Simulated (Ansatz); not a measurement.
## Resistivity from frozen vibrations: Mo(100) with 4 thermally displaced layers, 2x2

How much do lattice vibrations at 800 K scatter the electrons of Mo? Layers with random displacements are laid between perfect leads, and the resistance is followed against their length.

Main program and level: Ansatz 0.2.0; Ansatz plane-wave DFT, PBE, PAW files; ballistic transport by layer matching (Landauer), zero bias; PAW set soft_1.

Most raw output is cut from this account.

## Step 1: Starting point

The cell holds 56 atoms: 56 Mo. Its edges and angles: a = 6.294 Å, b = 6.294 Å, c = 22.029 Å, α = 90.0°, β = 90.0°, γ = 90.0°. It derives from Mo. Regions: lead, 40 atoms (40 Mo); scattering region, 16 atoms (16 Mo). The structure is stacked along c, and the current runs across the ab planes.

## Step 2: With 4 displaced layers

Each atom of 4 layers is moved at random, by amounts drawn from a normal law 0.0777 Å wide in each direction from the Debye model (450 K) at 800 K. The layers about the cell's end stay perfect and serve as the lead. Disorder leaves little or no symmetry, which makes such runs dear. Energies from -0.05 to 0.05 eV in steps of 0.05 eV are too few for the program's thermal sum, so it prints no conductance; for a metal the transmission near the Fermi level serves, at a fraction of the cost.

The input, input.yaml:

```yaml
crystal:
  lattice:
    - [6.294, 0.0, 0.0]
    - [0.0, 6.294, 0.0]
    - [0.0, 0.0, 22.029]
  atoms:
    - { symbol: Mo, position: [0.0, 0.0, 0.0357142857] }
    - { symbol: Mo, position: [0.0, 0.5, 0.0357142857] }
    - { symbol: Mo, position: [0.5, 0.0, 0.0357142857] }
    - { symbol: Mo, position: [0.5, 0.5, 0.0357142857] }
    - { symbol: Mo, position: [0.25, 0.25, 0.1071428571] }
    - { symbol: Mo, position: [0.25, 0.75, 0.1071428571] }
    - { symbol: Mo, position: [0.75, 0.25, 0.1071428571] }
    - { symbol: Mo, position: [0.75, 0.75, 0.1071428571] }
[... 44 atom lines left out ...]
    - { symbol: Mo, position: [0.25, 0.25, 0.9642857143] }
    - { symbol: Mo, position: [0.25, 0.75, 0.9642857143] }
    - { symbol: Mo, position: [0.75, 0.25, 0.9642857143] }
    - { symbol: Mo, position: [0.75, 0.75, 0.9642857143] }
kpoints:
  mp_grid: { grid: [4, 4, 1] }
hamiltonian:
  xc: pbe
  pseudopotentials: { kind: paw, azcp: { folder: soft_1 } }
scf:
  occupations: { method: fermi_dirac, width: 0.1 }
output:
  transmission: { leads: [[0, 4]], kmesh: [8, 8], e_range: [-0.05, 0.05], de: 0.05 }
  write_potential: true
  write_density: true
  volumetric_format: npy
```

Run with:

```bash
$ ansatz run input.yaml --threads 4 --pin off --max-ram 15360MiB --backend cpu --events-out ev --progress --plain --runs-dir out
```

The job ended after 13 min (4 threads of Arm Neoverse V1, shared host; peak memory 7.7 GiB; 48 min of CPU time).

This step gave:

| Quantity | Value |
| --- | --- |
| free energy | -277538.0121 eV |
| energy at zero smearing | -277537.3055 eV |
| Fermi energy | 21.17 eV |
| cell area | 39.61 Å² |
| transmission per spin nearest the Fermi level | 5.839 |
| open channels per spin nearest the Fermi level | 6.781 |
| step of the lead's potential | 2.1 meV |

Per spin. Table of transmission, zone mean by energy, zero at the Fermi level:

```
energy (eV)  transmission, zone mean
    -0.0500                     5.76
     0.0000                     5.84
     0.0500                     5.98
```

Per spin. Open channels, zone mean, lead against energy, zero at the Fermi level:

```
energy (eV)  open channels, zone mean, lead
    -0.0500                            6.59
     0.0000                            6.78
     0.0500                            6.84
```

Transmission over k1 and k2. At 0.0000 eV from the Fermi level.

Ten even steps from '_' (0.0) to '@' (13.0):
```
____..--++--..__
::..::##@@##--..
::--##@@@@@@##--
::==%%@@@@@@%%==
::--##@@@@@@##--
::..--##@@##::..
____..--++--..__
____::::::::::__
```
Columns: k1 (b1) from -0.5 to 0.375; rows upwards: k2 (b2) from -0.5 to 0.375.

Open channels over k1 and k2. At 0.0000 eV from the Fermi level.

Ten even steps from '_' (0.0) to '@' (15.0):
```
____..--==--..__
::..==%%@@%%==..
::--%%@@@@@@%%--
::==@@@@@@@@@@==
::--%%@@@@@@%%--
::..==%%@@%%==..
____..--==--..__
____::::::::::__
```
Columns: k1 (b1) from -0.5 to 0.375; rows upwards: k2 (b2) from -0.5 to 0.375.

Over the solved energies the transmission per spin lies between 5.76 and 5.98, out of 6.74 channels of the lead on average (up to 6.84).

## Step 3: With 8 displaced layers

Each atom of 8 layers is moved at random, by amounts drawn from a normal law 0.0777 Å wide in each direction from the Debye model (450 K) at 800 K. A fresh draw is used; the growth of the resistance with length is what counts.

System of this step: Mo(100) with 8 thermally displaced layers, 2x2. The cell holds 72 atoms: 72 Mo. Its edges and angles: a = 6.294 Å, b = 6.294 Å, c = 28.323 Å, α = 90.0°, β = 90.0°, γ = 90.0°. It derives from Mo. Regions: lead, 40 atoms (40 Mo); scattering region, 32 atoms (32 Mo). The structure is stacked along c, and the current runs across the ab planes.

The input, input.yaml:

```yaml
crystal:
  lattice:
    - [6.294, 0.0, 0.0]
    - [0.0, 6.294, 0.0]
    - [0.0, 0.0, 28.323]
  atoms:
    - { symbol: Mo, position: [0.0, 0.0, 0.0277777778] }
    - { symbol: Mo, position: [0.0, 0.5, 0.0277777778] }
    - { symbol: Mo, position: [0.5, 0.0, 0.0277777778] }
    - { symbol: Mo, position: [0.5, 0.5, 0.0277777778] }
    - { symbol: Mo, position: [0.25, 0.25, 0.0833333333] }
    - { symbol: Mo, position: [0.25, 0.75, 0.0833333333] }
    - { symbol: Mo, position: [0.75, 0.25, 0.0833333333] }
    - { symbol: Mo, position: [0.75, 0.75, 0.0833333333] }
[... 60 atom lines left out ...]
    - { symbol: Mo, position: [0.25, 0.25, 0.9722222222] }
    - { symbol: Mo, position: [0.25, 0.75, 0.9722222222] }
    - { symbol: Mo, position: [0.75, 0.25, 0.9722222222] }
    - { symbol: Mo, position: [0.75, 0.75, 0.9722222222] }
kpoints:
  mp_grid: { grid: [4, 4, 1] }
hamiltonian:
  xc: pbe
  pseudopotentials: { kind: paw, azcp: { folder: soft_1 } }
scf:
  occupations: { method: fermi_dirac, width: 0.1 }
output:
  transmission: { leads: [[0, 4]], kmesh: [8, 8], e_range: [-0.05, 0.05], de: 0.05 }
  write_potential: true
  write_density: true
  volumetric_format: npy
```

Run time: 19 min. Hardware: 4 threads; peak memory 8 GiB.

This step gave:

* free energy: -356832.7187 eV
* energy at zero smearing: -356831.8845 eV
* Fermi energy: 21.10 eV
* transmission per spin nearest the Fermi level: 4.631
* open channels per spin nearest the Fermi level: 6.594
* step of the lead's potential: 4.6 meV

Per spin. Table of transmission, zone mean by energy, zero at the Fermi level:

```
energy (eV)  transmission, zone mean
    -0.0500                     4.69
     0.0000                     4.63
     0.0500                     4.62
```

Over the solved energies the transmission per spin lies between 4.62 and 4.69, out of 6.64 channels of the lead on average (up to 6.66).

## Step 4: With 12 displaced layers

Each atom of 12 layers is moved at random, by amounts drawn from a normal law 0.0777 Å wide in each direction from the Debye model (450 K) at 800 K. A fresh draw is used; the growth of the resistance with length is what counts.

System of this step: Mo(100) with 12 thermally displaced layers, 2x2. The cell holds 88 atoms: 88 Mo. Its edges and angles: a = 6.294 Å, b = 6.294 Å, c = 34.617 Å, α = 90.0°, β = 90.0°, γ = 90.0°. It derives from Mo. Regions: lead, 40 atoms (40 Mo); scattering region, 48 atoms (48 Mo). The structure is stacked along c, and the current runs across the ab planes.

The input, input.yaml:

```yaml
crystal:
  lattice:
    - [6.294, 0.0, 0.0]
    - [0.0, 6.294, 0.0]
    - [0.0, 0.0, 34.617]
  atoms:
    - { symbol: Mo, position: [0.0, 0.0, 0.0227272727] }
    - { symbol: Mo, position: [0.0, 0.5, 0.0227272727] }
    - { symbol: Mo, position: [0.5, 0.0, 0.0227272727] }
    - { symbol: Mo, position: [0.5, 0.5, 0.0227272727] }
    - { symbol: Mo, position: [0.25, 0.25, 0.0681818182] }
    - { symbol: Mo, position: [0.25, 0.75, 0.0681818182] }
    - { symbol: Mo, position: [0.75, 0.25, 0.0681818182] }
    - { symbol: Mo, position: [0.75, 0.75, 0.0681818182] }
[... 76 atom lines left out ...]
    - { symbol: Mo, position: [0.25, 0.25, 0.9772727273] }
    - { symbol: Mo, position: [0.25, 0.75, 0.9772727273] }
    - { symbol: Mo, position: [0.75, 0.25, 0.9772727273] }
    - { symbol: Mo, position: [0.75, 0.75, 0.9772727273] }
kpoints:
  mp_grid: { grid: [4, 4, 1] }
hamiltonian:
  xc: pbe
  pseudopotentials: { kind: paw, azcp: { folder: soft_1 } }
scf:
  occupations: { method: fermi_dirac, width: 0.1 }
output:
  transmission: { leads: [[0, 4]], kmesh: [8, 8], e_range: [-0.05, 0.05], de: 0.05 }
  write_potential: true
  write_density: true
  volumetric_format: npy
```

Run time: 28 min. Hardware: 4 threads; peak memory 8.2 GiB; 1.8 h of CPU time.

Numbers from this step:

* free energy: -436128.6727 eV
* energy at zero smearing: -436127.5936 eV
* Fermi energy: 21.12 eV
* transmission per spin nearest the Fermi level: 4.263
* step of the lead's potential: 5.8 meV

Per spin. Transmission, zone mean against energy, zero at the Fermi level:

```
energy (eV)  transmission, zone mean
    -0.0500                     4.25
     0.0000                     4.26
     0.0500                     4.28
```

Over the solved energies the transmission per spin lies between 4.25 and 4.28, out of 6.64 channels of the lead on average (up to 6.78).

## Step 5: Resistance against length

This step: Ansatz plane-wave DFT, PBE, PAW files; ballistic transport by layer matching (Landauer), zero bias; resistivity from the slope of the area resistance; PAW set soft_1 (Ansatz 0.2.0).

This step gave:

| Quantity | Value |
| --- | --- |
| resistivity | 24.93 µΩ cm |
| intercept | -0.02327 fΩ m² |
| scatter about the fit | 0.02780 fΩ m² |

Resistance, by row:

```
run  length (Å)      T  channels N  RA (fΩ m²)
 n4       6.294  5.859        6.74       0.114
 n8       12.59  4.646       6.635      0.3299
n12       18.88  4.267       6.635      0.4278
```

Area resistance against length of the displaced region:

```
length of the displaced region (Å)  area resistance (fΩ m²)
                              6.29                    0.114
                             12.59                    0.330
                             18.88                    0.428
```

The area resistance goes from 0.11 to 0.43 fΩ m² between 6.3 and 18.9 Å, a slope of 25 µΩ cm.

By hand from the end points: (0.4278 − 0.1140) fΩ m² / (18.88 − 6.29) Å = 25 µΩ cm, since 1 fΩ m² per Å is 1000 µΩ cm.

## Step 6: What came out

```yaml
resistivity_from_the_slope: 24.9 µΩ cm
area_resistance_over_6p29_a: 0.114 fΩ m²
area_resistance_over_12p6_a: 0.330 fΩ m²
area_resistance_over_18p9_a: 0.428 fΩ m²
```

What this shows: The slope gives 25 µΩ cm. The points scatter by 0.028 fΩ m² about the line, with one random draw a length in a 2x2 cell, so the slope is a rough value. The mean square of the displacements drawn is 0.75, 0.94 and 0.81 of the nominal one at the three lengths; with each resistance scaled back by that, the slope is 30 µΩ cm, the value used below. The lead's own channel count moves between the runs (6.74, 6.64 and 6.64), which shifts RA and the slope too. Read with a model of isotropic scattering on a spherical Fermi surface and the lead's 1.3×10¹⁵ S/m², this slope means a mean free path near 20 Å; over these lengths the model's slope is 1.04 times its bulk resistivity, which would be 29 µΩ cm. Uncorrelated displacements put too much weight on short waves, which scatter strongly; with the sideways repeat of a small cell, one draw and three short lengths, the method is good to a factor of two or three.

[Logs are printed without paths, hosts, clocks, repeated set-up lines and the standing remarks that a program may print on its own settings, such as how far it seeks lower states.]

[Hosts, paths, dates, database ids (printed as entryN), source tags and the programs' standing remarks are cut or masked in the printed files.]
